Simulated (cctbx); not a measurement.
# Accept or mend?

Cell a = 9.0290 Å, b = 9.0290 Å, c = 5.0790 Å, α = 90.00°, β = 90.00°, γ = 90.00°; space group I4/mmm (no. 139). The compound is Al8Zn4Pb.

The data are simulated with cctbx, not measured: Cu Kα, λ = 1.54184 Å, to d = 0.83 Å, 70 % of the full sphere, strongest reflection 70000 counts, noise from counting, a 1.5 % proportional error and a noise floor of 15 counts (s.d.); no absorption.

An anisotropic refinement with weights 1/σ² prints:

```text
Rint 0.013, 133 unique reflections to 0.83 A
cycle     R1     wR2    GooF  max shift (A)
   1  0.2266  0.4669  59.020   0.00578
   2  0.2226  0.4560  57.637   0.00023
final R1 0.2226 wR2 0.4560 GooF 57.637  parameters 10  data/parameter 13.3
atom        x        y        z      Ueq    occ   su(xyz)  su(Uiso or U11)
Pb1    0.00000  0.00000  0.00000  -0.0005  1.000  0.00000  0.0035  NPD
Zn1    0.25000  0.75000  0.25000  -0.0005  1.000  0.00000  0.0052  NPD
Al1    0.72584  0.50000  0.00000  -0.0056  1.000  0.00292  0.0131  NPD
difference map: max 47.89 min -5.86 rms 3.01
Q1    0.0000  0.0000  0.0000    2   47.89  0.00 A from Pb1
Q2    0.0000  0.3458  0.0000    8   45.11  2.73 A from Zn1
Q3    0.2500  0.2500  0.2500    8   12.67  0.00 A from Zn1
Q4    0.0622  0.4037  0.5000   16    3.56  1.70 A from Al1
Q5    0.1045  0.2440  0.2606   32    3.39  1.32 A from Zn1
Q6    0.0771  0.2292  0.0000   16    3.34  2.02 A from Zn1
```

Q: Accept it or mend it, and why?

Mend it. The fault: an atom left out, Al at (0.1551, 1/2, 1/2). Against the right model at the same level, R1 goes from 0.0035 to 0.2226 and GooF from 0.95 to 57.64, the top difference peak, 47.9 e/Å³, lies on Pb1 and Pb1, Zn1 and Al1 go non-positive-definite. Q2 is the missing atom. With scattering power missing, scale and phases suffer, so peaks may also grow on the heavy atoms.

The compound is Al8Zn4Pb. The right model at the same level gives:

```text
Rint 0.013, 133 unique reflections to 0.83 A
cycle     R1     wR2    GooF  max shift (A)
   1  0.0116  0.0319   4.093   0.00120
   2  0.0035  0.0074   0.950   0.00000
final R1 0.0035 wR2 0.0074 GooF 0.950  parameters 14  data/parameter 9.5
atom        x        y        z      Ueq    occ   su(xyz)  su(Uiso or U11)
Pb1    0.00000  0.00000  0.00000   0.0021  1.000  0.00000  0.0001
Zn1    0.25000  0.75000  0.25000   0.0059  1.000  0.00000  0.0001
Al1    0.72510  0.50000  0.00000   0.0067  1.000  0.00005  0.0002
Al2    0.15517  0.50000  0.50000   0.0052  1.000  0.00005  0.0002
difference map: max 0.24 min -0.22 rms 0.04
Q1    0.2258  0.2258  0.5000    8    0.24  1.31 A from Zn1
Q2    0.0000  0.0000  0.3561    4    0.21  1.81 A from Pb1
Q3    0.2026  0.2026  0.0000    8    0.15  1.41 A from Zn1
Q4    0.1850  0.1850  0.3306   16    0.13  0.93 A from Zn1
Q5    0.0000  0.2356  0.2330   16    0.13  1.36 A from Al1
Q6    0.0000  0.5000  0.2500    4    0.12  1.89 A from Al2
```

The model is made up (kin elements in a known structure type, no relaxation), so it says nothing on whether the phase exists.

[Middle refinement cycles are left out of these outputs.]

[Logs are printed without paths, hosts, clocks, repeated set-up lines and the standing remarks that a program may print on its own settings, such as how far it seeks lower states.]
